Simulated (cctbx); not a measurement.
# Tm2ZrPt2 with cctbx, script by script

Library: cctbx 2025.11.

## 1. Energy scan

run.py:

```python
from cctbx import adptbx, crystal, miller, xray
from cctbx.array_family import flex
from cctbx.eltbx import sasaki

cs = crystal.symmetry(unit_cell=(7.273, 7.273, 7.259, 90, 90, 90), space_group_symbol='Hall: -P 4n 2n')  # P4_2/mnm
atoms = [  # label, site, U (iso, or U11 U22 U33 U12 U13 U23 in A^2), occupancy
    ("Pt1", (0.3662, 0.6338, 0.7621), (0.0167, 0.0167, 0.0172, 0.0009, -0.0014, 0.0014), 1),
    ("Tm1", (0.1564, 0.8436, 0), (0.0198, 0.0198, 0.0185, 0.0005, 0.0000, 0.0000), 1),
    ("Tm2", (0.1775, 0.8225, 0.5), (0.0164, 0.0164, 0.0271, -0.0014, 0.0000, 0.0000), 1),
    ("Zr1", (0, 0.5, 0.25), (0.0106, 0.0106, 0.0089, 0.0000, -0.0000, 0.0000), 1),
]
xs = xray.structure(crystal_symmetry=cs)
for label, site, u, occ in atoms:
    u = adptbx.u_cif_as_u_star(cs.unit_cell(), u) if isinstance(u, tuple) else u
    xs.add_scatterer(xray.scatterer(label, site=site, u=u, occupancy=occ))
hkl = [(1, 2, 0), (2, 2, 1), (1, 2, 1), (1, 2, 2)]
ms = miller.set(cs, flex.miller_index(hkl + [tuple(-v for v in h) for h in hkl]), anomalous_flag=True)
print("E (eV)    f'(Zr)   f''   " + "".join("%16s" % ("|F|" + " ".join(map(str, h))) for h in hkl))
for e in [17398, 17748, 17878, 17938, 17968, 17983, 17990, 17994, 18002, 18006, 18013, 18028, 18058, 18148, 18398]:
    xs.set_inelastic_form_factors(12398.42 / e, "sasaki")
    t = sasaki.table("Zr").at_ev(e)
    f = flex.abs(ms.structure_factors_from_scatterers(xs, algorithm="direct").f_calc().data())
    n = len(hkl)
    print("%7.0f %7.2f %6.2f  " % (e, t.fp(), t.fdp()) + "".join("%9.1f/%6.1f" % (f[k], f[k + n]) for k in range(n)))
```

```console
$ python run.py
```

```text
E (eV)    f'(Zr)   f''           |F|1 2 0        |F|2 2 1        |F|1 2 1        |F|1 2 2
  17398   -2.97   0.56       46.4/  46.4     83.6/  83.6     16.2/  16.2    669.7/ 669.7
  17748   -3.77   0.54       46.9/  46.9     83.7/  83.7     16.2/  16.2    670.4/ 670.4
  17878   -4.47   0.54       47.1/  47.1     83.7/  83.7     16.2/  16.2    670.6/ 670.6
  17938   -5.15   0.53       47.2/  47.2     83.7/  83.7     16.2/  16.2    670.7/ 670.7
  17968   -5.83   0.53       47.2/  47.2     83.7/  83.7     16.2/  16.2    670.8/ 670.8
  17983   -6.51   0.53       47.2/  47.2     83.7/  83.7     16.2/  16.2    670.8/ 670.8
  17990   -7.11   0.53       47.2/  47.2     83.7/  83.7     16.2/  16.2    670.8/ 670.8
  17994   -7.75   0.53       47.2/  47.2     83.7/  83.7     16.2/  16.2    670.8/ 670.8
  18002   -8.20   3.73       47.2/  47.2     83.7/  83.7     16.2/  16.2    670.8/ 670.8
  18006   -7.30   3.73       47.2/  47.2     83.7/  83.7     16.2/  16.2    670.8/ 670.8
  18013   -6.60   3.73       47.2/  47.2     83.7/  83.7     16.2/  16.2    670.9/ 670.9
  18028   -5.85   3.72       47.3/  47.3     83.7/  83.7     16.2/  16.2    670.9/ 670.9
  18058   -5.12   3.71       47.3/  47.3     83.7/  83.7     16.2/  16.2    670.9/ 670.9
  18148   -4.15   3.67       47.4/  47.4     83.7/  83.7     16.2/  16.2    671.1/ 671.1
  18398   -3.15   3.58       47.7/  47.7     83.8/  83.8     16.2/  16.2    671.4/ 671.4
```

It took 0.23 s on 1 thread of Arm Neoverse V2 (shared host), peak memory 0.07 GiB.

[Logs are printed without paths, hosts, clocks, repeated set-up lines and the standing remarks that a program may print on its own settings, such as how far it seeks lower states.]
